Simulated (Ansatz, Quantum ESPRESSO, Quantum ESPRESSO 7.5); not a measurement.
# Work function of Li(110), 5 layers

How much energy does it take to lift an electron out of Li(110), 5 layers, and how far do the settings matter?

Program: Quantum ESPRESSO 7.5. Level of theory: plane-wave DFT, PBE, GBRV ultrasoft pseudopotentials (geometry and cross-check by Ansatz 0.2.0 with PAW datasets; geometry under PBE). Results are calculated unless marked as measured.

**What experiment says.**

For Li (polycrystalline sample, no single face), “Anisotropic work function of elemental crystals” (2019, arxiv:1902.07811) quotes earlier work: work function, loosely compared (polycrystalline sample, no single face) 2.93 eV.

### 1. Starting point

The cell holds 5 atoms: 5 Li. Cell: a = 3.022 Å, b = 3.022 Å, c = 25.871 Å, α = 90.0°, β = 90.0°, γ = 70.5°. It derives from Li. Vacuum lies along c.

### 2. Relaxation with Ansatz

The geometry comes first, from a plane-wave PAW code, so that the later runs on this slab share one structure.

input.yaml

```yaml
crystal:
  lattice:
    - [2.4678026663, -1.745, 0.0]
    - [2.4678026663, 1.745, 0.0]
    - [0.0, 0.0, 25.8712106654]
  atoms:
    - { symbol: Li, position: [0.0, 0.0, 0.3092240291] }
    - { symbol: Li, position: [0.5, 0.5, 0.4046120146] }
    - { symbol: Li, position: [0.0, 0.0, 0.5] }
    - { symbol: Li, position: [0.5, 0.5, 0.5953879854] }
    - { symbol: Li, position: [0.0, 0.0, 0.6907759709] }
kpoints:
  mp_grid: { grid: [8, 8, 1] }
hamiltonian:
  xc: pbe
scf:
  occupations: { method: fermi_dirac, width: 0.1 }
  convergence: { dr2_threshold: 1.0e-08 }
efield:
  axis: 3
  dipole_correction: true
  ramp_position: 0.97
  ramp_width: 0.04
relax:
  f_tol: 0.01
  constraints: [{ sites: [2] }]
output:
  write_potential: true
  write_density: true
  volumetric_format: npy
```

Launch:

```sh
> ansatz run input.yaml --threads 2 --pin off --max-ram 4096MiB --backend cpu --events-out ev --progress --plain --runs-dir out
```

Numbers of over 12 decimals in the logs are rounded to 6 here.

Output:

```text
Engine: ansatz 0.2.0, x86_64-unknown-linux-gnu
Pseudopotentials: kind: paw
Pseudopotential: Li, paw, valence charge 3, recommended cutoff 420 eV (normal), Li.paw.azcp
Functional definition: PBE
  parameter kappa = 0.804
  parameter beta = 0.066725
  exchange = pbe_x(kappa = kappa, mu = beta*pi^2/3)
  correlation = pbe_c(beta = beta)
Crystal: 5 atoms, lattice volume = 222.819 Å³
Basis set: ecut = 420 eV, 4283 PW (Γ), exchange–correlation on 48×48×360 points (8 copies of the dense FFT grid, shifted against one another)
Bands: 13, of which v1, the nominal top of the filled ones, is band 8 counted from 1 (7 counted from 0)
Symmetry: 4 space group operations
k-points: 21 of 64
Non-local potential: Li, projectors of the file, l = 0: 3, l = 1: 2, l = 2: 1
PAW form: soft (Blöchl's): semilocal exchange-correlation on the pseudo side does not see the compensation charge
PAW one-centre angular grid: Li, 110 points (default); XC on 64 Gauss nodes
Initial density: superposition of atomic densities (neutral atoms: chi_scale 0, normalization atom), corrected by the library's trained network
Initial wavefunctions: pseudopotential atomic-orbital guess
Functional: x = pbe(κ = 0.804, μ = 0.219515), c = pbe(β = 0.066725)
SCF iter   1: F=—  HF=-1022.932631 eV  |F-HF|=—  |Δ(HF+E_count)|=         —  Δρ=3.87e-4  dr2=1.63e-3  ethr=1.77e-3  p=-0.000 e·Å  D=-3.01e-4 V/Å  ΔV_dip=0.01 eV  dr2_dipole=7.67e-5  V_vac-E_F(+/−)=3.20/3.20 eV  ⟨swp⟩=6.1  Hψ=1712  notcnv=0
efield: sawtooth ramp at fractional position 0.9700 (set: `efield.ramp_position`, or a place that a band, a saddle search or an elastic batch's reference lends), width 0.0400; the density the first Hamiltonian is built on has a dipole p = -0.000 e·Å; the dipole correction subtracts the counter field D = -3.01e-4 V/Å, which shifts the + side's vacuum level by +0.01 eV against the − side's; the planar-averaged density in the ramp window peaks in size at 3.4e-5 e/Å³
preconditioner: auto → LDOS  [metal: Δε(μ)=0.022 eV  Ē_g=3.626 eV  σ=0.100 eV  W_gap=0.06  n_scr=14 (ndim 8)  ℏωp=5.6 eV  f_vac=0.435  D(μ)=2.87/eV (n_scr^D=12)  β→1.0]
SCF iter   2: F=—  HF=-1022.932197 eV  |F-HF|=—  |Δ(HF+E_count)|=   4.34e-4  Δρ=1.19e-4  dr2=1.80e-4  ethr=1.08e-5  p=-0.000 e·Å  D=-3.57e-5 V/Å  ΔV_dip=0.00 eV  dr2_dipole=6.56e-10  V_vac-E_F(+/−)=3.26/3.25 eV  ⟨swp⟩=1.6  Hψ=488  notcnv=0
SCF iter   3: F=—  HF=-1022.932232 eV  |F-HF|=—  |Δ(HF+E_count)|=   3.53e-5  Δρ=4.16e-5  dr2=2.30e-5  ethr=1.20e-6  p=-0.000 e·Å  D=-1.32e-5 V/Å  ΔV_dip=0.00 eV  dr2_dipole=3.44e-8  V_vac-E_F(+/−)=3.27/3.27 eV  ⟨swp⟩=1.3  Hψ=282  notcnv=0
SCF iter   4: F=—  HF=-1022.932238 eV  |F-HF|=—  |Δ(HF+E_count)|=   6.15e-6  Δρ=1.12e-5  dr2=1.25e-6  ethr=1.53e-7  p=0.000 e·Å  D=8.44e-7 V/Å  ΔV_dip=-0.00 eV  dr2_dipole=3.43e-9  V_vac-E_F(+/−)=3.28/3.28 eV  ⟨swp⟩=1.8  Hψ=327  notcnv=0
SCF iter   5: F=—  HF=-1022.932232 eV  |F-HF|=—  |Δ(HF+E_count)|=   5.99e-6  Δρ=2.80e-6  dr2=7.14e-8  ethr=8.36e-9  p=0.000 e·Å  D=3.23e-6 V/Å  ΔV_dip=-0.00 eV  dr2_dipole=7.39e-11  V_vac-E_F(+/−)=3.28/3.28 eV  ⟨swp⟩=1.8  Hψ=320  notcnv=0
SCF iter   6: F=-1022.932232 eV  HF=-1022.932232 eV  |F-HF|=2.02e-10  |Δ(HF+E_count)|=   4.74e-8  Δρ=5.53e-7  dr2=2.45e-9  ethr=6.67e-11  p=0.000 e·Å  D=3.94e-6 V/Å  ΔV_dip=-0.00 eV  dr2_dipole=2.20e-11  V_vac-E_F(+/−)=3.29/3.29 eV  ⟨swp⟩=7.0  Hψ=1227  notcnv=0
SCF 1 converged in 6 iterations: F = -1022.932232 eV  dr2 = 2.45e-9
  greatest PAW one-centre occupation: 1.000 electrons in one spin orbital (limit 2), on the Li atom at site 4 (counted from 0), in its partial waves of l = 0
relax step   1: F+E_penalty+E_count = -1022.93223246 eV  Δ(F+E_penalty+E_count) = +0.000e0 eV  max|allowed force component| = 9.136e-2 eV/Å  Δτ_max = 0.0000 Å  (6 SCF iters, accepted)
Initial density: handed on by an earlier stage of this run
Initial wavefunctions: those handed on with the density
iter 1 solved again at ethr=1.79e-3 eV; its pass at ethr=3.10e-3 eV (dr2=2.68e-1 eV) is discarded
SCF iter   1: F=—  HF=-1022.967474 eV  |F-HF|=—  |Δ(HF+E_count)|=         —  Δρ=2.25e-3  dr2=2.44e-1  ethr=1.79e-3  p=0.000 e·Å  D=6.27e-6 V/Å  ΔV_dip=-0.00 eV  dr2_dipole=2.70e-9  V_vac-E_F(+/−)=3.35/3.35 eV  ⟨swp⟩=1.0  Hψ=1525  notcnv=0
efield: sawtooth ramp at fractional position 0.9700 (set: `efield.ramp_position`, or a place that a band, a saddle search or an elastic batch's reference lends), width 0.0400; the density the first Hamiltonian is built on has a dipole p = 0.000 e·Å; the dipole correction subtracts the counter field D = 6.27e-6 V/Å, which shifts the + side's vacuum level by -0.00 eV against the − side's; the planar-averaged density in the ramp window peaks in size at 2.6e-6 e/Å³
preconditioner: auto → LDOS  [metal: Δε(μ)=0.014 eV  Ē_g=3.725 eV  σ=0.100 eV  W_gap=0.04  n_scr=14 (ndim 8)  ℏωp=5.6 eV  f_vac=0.450  D(μ)=2.69/eV (n_scr^D=12)  β→1.0]
SCF iter   2: F=—  HF=-1022.946792 eV  |F-HF|=—  |Δ(HF+E_count)|=   2.07e-2  Δρ=8.56e-4  dr2=1.00e-2  ethr=1.62e-3  p=0.000 e·Å  D=7.11e-7 V/Å  ΔV_dip=-0.00 eV  dr2_dipole=4.45e-8  V_vac-E_F(+/−)=3.14/3.14 eV  ⟨swp⟩=1.9  Hψ=324  notcnv=0
SCF iter   3: F=—  HF=-1022.948209 eV  |F-HF|=—  |Δ(HF+E_count)|=   1.42e-3  Δρ=1.80e-4  dr2=2.67e-4  ethr=6.67e-5  p=0.000 e·Å  D=4.05e-6 V/Å  ΔV_dip=-0.00 eV  dr2_dipole=1.02e-9  V_vac-E_F(+/−)=3.20/3.20 eV  ⟨swp⟩=1.8  Hψ=321  notcnv=0  defer=1
SCF iter   4: F=—  HF=-1022.948248 eV  |F-HF|=—  |Δ(HF+E_count)|=   3.92e-5  Δρ=3.75e-5  dr2=8.72e-6  ethr=1.78e-6  p=0.000 e·Å  D=3.36e-6 V/Å  ΔV_dip=-0.00 eV  dr2_dipole=1.99e-11  V_vac-E_F(+/−)=3.21/3.21 eV  ⟨swp⟩=1.6  Hψ=291  notcnv=0  defer=1
SCF iter   5: F=—  HF=-1022.948234 eV  |F-HF|=—  |Δ(HF+E_count)|=   1.48e-5  Δρ=7.85e-6  dr2=5.95e-7  ethr=5.81e-8  p=0.000 e·Å  D=3.80e-6 V/Å  ΔV_dip=-0.00 eV  dr2_dipole=2.86e-12  V_vac-E_F(+/−)=3.22/3.22 eV  ⟨swp⟩=1.9  Hψ=333  notcnv=0  defer=1
SCF iter   6: F=—  HF=-1022.948234 eV  |F-HF|=—  |Δ(HF+E_count)|=   2.24e-7  Δρ=1.99e-6  dr2=5.59e-8  ethr=3.96e-9  p=0.000 e·Å  D=3.96e-6 V/Å  ΔV_dip=-0.00 eV  dr2_dipole=1.41e-13  V_vac-E_F(+/−)=3.22/3.22 eV  ⟨swp⟩=1.8  Hψ=314  notcnv=0  defer=1
SCF iter   7: F=-1022.948234 eV  HF=-1022.948234 eV  |F-HF|=1.22e-9  |Δ(HF+E_count)|=   2.37e-8  Δρ=5.05e-7  dr2=4.75e-9  ethr=6.67e-11  p=0.000 e·Å  D=3.96e-6 V/Å  ΔV_dip=-0.00 eV  dr2_dipole=1.89e-13  V_vac-E_F(+/−)=3.22/3.22 eV  ⟨swp⟩=6.7  Hψ=1189  notcnv=0
SCF 2 converged in 7 iterations: F = -1022.948234 eV  dr2 = 4.75e-9
  greatest PAW one-centre occupation: 1.000 electrons in one spin orbital (limit 2), on the Li atom at site 0 (counted from 0), in its partial waves of l = 0
relax step   2: F+E_penalty+E_count = -1022.94823391 eV  Δ(F+E_penalty+E_count) = -1.600e-2 eV  max|allowed force component| = 1.879e-2 eV/Å  Δτ_max = 0.1607 Å  (7 SCF iters, accepted)
iter 1 solved again at ethr=8.31e-4 eV; its pass at ethr=3.10e-3 eV (dr2=1.25e-1 eV) is discarded
SCF iter   1: F=—  HF=-1022.955026 eV  |F-HF|=—  |Δ(HF+E_count)|=         —  Δρ=1.20e-3  dr2=1.06e-1  ethr=8.31e-4  p=0.000 e·Å  D=3.48e-6 V/Å  ΔV_dip=-0.00 eV  dr2_dipole=4.71e-11  V_vac-E_F(+/−)=3.25/3.25 eV  ⟨swp⟩=1.0  Hψ=1369  notcnv=0
efield: sawtooth ramp at fractional position 0.9700 (set: `efield.ramp_position`, or a place that a band, a saddle search or an elastic batch's reference lends), width 0.0400; the density the first Hamiltonian is built on has a dipole p = 0.000 e·Å; the dipole correction subtracts the counter field D = 3.48e-6 V/Å, which shifts the + side's vacuum level by -0.00 eV against the − side's; the planar-averaged density in the ramp window peaks in size at 1.9e-6 e/Å³
preconditioner: auto → LDOS  [metal: Δε(μ)=0.051 eV  Ē_g=3.709 eV  σ=0.100 eV  W_gap=0.13  n_scr=14 (ndim 8)  ℏωp=5.6 eV  f_vac=0.453  D(μ)=2.73/eV (n_scr^D=12)  β→1.0]
SCF iter   2: F=—  HF=-1022.949189 eV  |F-HF|=—  |Δ(HF+E_count)|=   5.84e-3  Δρ=3.89e-4  dr2=2.16e-3  ethr=7.04e-4  p=-0.000 e·Å  D=-1.97e-6 V/Å  ΔV_dip=0.00 eV  dr2_dipole=5.42e-8  V_vac-E_F(+/−)=3.16/3.16 eV  ⟨swp⟩=1.3  Hψ=286  notcnv=0
SCF iter   3: F=—  HF=-1022.949387 eV  |F-HF|=—  |Δ(HF+E_count)|=   1.98e-4  Δρ=9.28e-5  dr2=1.17e-4  ethr=1.44e-5  p=0.000 e·Å  D=1.32e-6 V/Å  ΔV_dip=-0.00 eV  dr2_dipole=3.27e-9  V_vac-E_F(+/−)=3.19/3.19 eV  ⟨swp⟩=1.3  Hψ=289  notcnv=0
SCF iter   4: F=—  HF=-1022.949396 eV  |F-HF|=—  |Δ(HF+E_count)|=   8.84e-6  Δρ=2.28e-5  dr2=4.92e-6  ethr=7.80e-7  p=0.000 e·Å  D=2.80e-6 V/Å  ΔV_dip=-0.00 eV  dr2_dipole=4.03e-11  V_vac-E_F(+/−)=3.20/3.20 eV  ⟨swp⟩=1.1  Hψ=274  notcnv=0
SCF iter   5: F=—  HF=-1022.949403 eV  |F-HF|=—  |Δ(HF+E_count)|=   6.79e-6  Δρ=5.25e-6  dr2=4.14e-7  ethr=3.28e-8  p=0.000 e·Å  D=2.94e-6 V/Å  ΔV_dip=-0.00 eV  dr2_dipole=1.06e-11  V_vac-E_F(+/−)=3.20/3.20 eV  ⟨swp⟩=1.9  Hψ=322  notcnv=0
SCF iter   6: F=—  HF=-1022.949403 eV  |F-HF|=—  |Δ(HF+E_count)|=   1.46e-7  Δρ=1.35e-6  dr2=1.96e-8  ethr=2.76e-9  p=0.000 e·Å  D=3.15e-6 V/Å  ΔV_dip=-0.00 eV  dr2_dipole=9.30e-13  V_vac-E_F(+/−)=3.21/3.21 eV  ⟨swp⟩=1.7  Hψ=308  notcnv=0
SCF iter   7: F=-1022.949403 eV  HF=-1022.949403 eV  |F-HF|=2.52e-10  |Δ(HF+E_count)|=   1.03e-8  Δρ=2.75e-7  dr2=4.82e-10  ethr=6.67e-11  p=0.000 e·Å  D=3.19e-6 V/Å  ΔV_dip=-0.00 eV  dr2_dipole=3.21e-14  V_vac-E_F(+/−)=3.21/3.21 eV  ⟨swp⟩=6.7  Hψ=1184  notcnv=0
SCF 3 converged in 7 iterations: F = -1022.949403 eV  dr2 = 4.82e-10
relax step   3: F+E_penalty+E_count = -1022.94940296 eV  Δ(F+E_penalty+E_count) = -1.169e-3 eV  max|allowed force component| = 3.527e-3 eV/Å  Δτ_max = 0.0713 Å  (7 SCF iters, accepted)
NSCF: frozen V_eff on 21 k-points
the band table was solved once a step of the walk had ended and its energy, with any forces and stress, was formed, with the checks that follow a solve (1998 applications of the Hamiltonian). They found nothing against the state; the energy, forces and stress were not computed again (output.eigenvalues in the input reference)
WARN: The output density's exchange-correlation potential varies sharply where the density is thin. Do not read a vacuum level from v_tot or v_xc, or from such a field of the output density. On a cell that repeats whose density bears no net charge and no dipole along the vacuum's axis use v_es (v_loc + v_h of the components); under efield.dipole_correction with no amplitude use v_es + v_field, which holds any externa [...]
SCF converged after 7 iterations
Free energy (F): -1022.949403 eV
Harris-Foulkes:  -1022.949403 eV  (|F-HF|=2.52e-10)
Internal energy: -1022.857669 eV  (E = F + TS)
E sigma→0 (E₀):  -1022.903536 eV
Entropy (-TS):   -0.091734 eV (-18.347 meV/atom)
Fermi energy:    -1.167483 eV
Dipole field:    D = 0.000003 V/Å  (p = 0.000004 e·Å, saw-weighted, corrected)
Work function:   Φ+ = 3.2054 eV   Φ− = 3.2056 eV
Levels:          The Fermi level and band energies are counted from a zero that moves with the ramp; work functions are not
--- Per-component energies (eV) ---
  E_band       = -491.052821
  E_kinetic    = 105.334281
  E_local      = -3744.049293  (includes V_loc(G=0)·N_el)
  E_nonlocal   = -166.272478
  E_hartree    = 1720.482825
  E_xc         = -49.659030
  E_vxc        = -63.899009  (∫ρ·V_xc dr)
  E_paw        = -105.023783  (= ΣΔE_a)
  E_vpaw       = -63.133153  (= ΣTr[D̂ρ^β])
  E_aug_tail   = 0.000075  (compensation charges beyond the density's cutoff)
  E_efield     = 0.000000  (sawtooth field / dipole correction)
  E_vefield    = -0.000011  (∫n·V_field dr)
  E_ewald      = 1216.329735
  E_smearing   = -0.091734  (= −TS)
  E_closure    = 0.000000  (closes the sum)
  Σ components = -1022.949403   (vs F -1022.949403, Δ=0.00e0)
--- Forces (eV/Å), atoms counted from 1 ---
  atom   1  Li     0.00000000     0.00000000    -0.00040603
  atom   2  Li     0.00000000     0.00000000    -0.00352695
  atom   3  Li     0.00000000     0.00000000     0.00000098
  atom   4  Li     0.00000000     0.00000000     0.00352590
  atom   5  Li     0.00000000     0.00000000     0.00040615
  max |Σ_I F_I| component: 4.89e-8 eV/Å
--- Band table (eV; the first three rows and the last of 21) ---
  k-point 0: bands = [... 4 lower, -47.6709, -4.5995, -4.2065, -3.4301, -2.3935, -1.3201, -0.7298, 1.6141, ... 1 higher]
  k-point 1: bands = [... 4 lower, -47.6702, -4.3837, -3.9911, -3.2124, -2.1672, -1.0680, -0.4450, 1.8706, ... 1 higher]
  k-point 2: bands = [... 4 lower, -47.6689, -3.7357, -3.3486, -2.5724, -1.5189, -0.3566, 0.4072, 2.4094, ... 1 higher]
  k-point 20: bands = [... 4 lower, -47.6594, -0.8844, -0.4270, 0.5368, 1.8818, 1.9639, 2.1904, 2.6951, ... 1 higher]
--- Relaxed structure (3 steps of the walk, 3 accepted, 0 SCFs on fresh bases) ---
  F+E_penalty+E_count = -1022.94940296 eV   max|allowed force component| = 3.527e-3 eV/Å
  atoms:
    - { symbol: Li, position: [0.0, 0.0, 0.318191] }
    - { symbol: Li, position: [0.5, 0.5, 0.407595] }
    - { symbol: Li, position: [0.0, 0.0, 0.5] }
    - { symbol: Li, position: [0.5, 0.5, 0.592405] }
    - { symbol: Li, position: [0.0, 0.0, 0.681809] }
```

Wall time 4.8 s (2 threads of Intel Xeon Platinum 8559C (Emerald Rapids), shared host); peak memory 0.45 GiB; 8.5 s of CPU time.

Step by step:

```
step  energy less that of the first step (eV)  largest force component (eV/Å)
   1                                   0.0000                          0.0914
   2                                  -0.0160                          0.0188
   3                                  -0.0172                          0.0035
```

Forces are held to the 4 operations that the run works with; a distortion that breaks them can't arise in this run.

The atoms that moved most (Å):

```
atom     dx     dy      dz  length
 Li1  0.000  0.000   0.232   0.232
 Li5  0.000  0.000  -0.232   0.232
 Li2  0.000  0.000   0.077   0.077
 Li4  0.000  0.000  -0.077   0.077
```

Final coordinates:

```xyz
5
Lattice="2.4678 -1.7450 0.0000 2.4678 1.7450 0.0000 0.0000 0.0000 25.8712" Properties=species:S:1:pos:R:3
Li    0.0000    0.0000    8.2320
Li    2.4678    0.0000   10.5450
Li    0.0000    0.0000   12.9356
Li    2.4678    0.0000   15.3262
Li    0.0000    0.0000   17.6392
```

The relaxation lowers the energy by 3 meV an atom. Held were the atoms numbered 3; the forces quoted are those on the free ones.

Numbers from this step:

- free energy: -1022.9494 eV
- energy at zero smearing: -1022.9035 eV
- smearing term TS: 0.09173 eV
- Fermi energy: -1.167 eV
- symmetry operations: 4
- work function of the upper face: 3.205 eV
- work function of the lower face: 3.206 eV
- dipole along the normal: 3.65e-6 e·Å

[end of part 1 of 6]

[Logs are printed without paths, hosts, clocks, repeated set-up lines and the standing remarks that a program may print on its own settings, such as how far it seeks lower states.]

[Hosts, paths, dates, database ids (printed as entryN), source tags and the programs' standing remarks are cut or masked in the printed files.]

[Maps of the electrostatic potential energy from Ansatz leave out the sawtooth potential of an applied field or a dipole correction, so their vacuum need not be flat; planar profiles and work functions include it.]
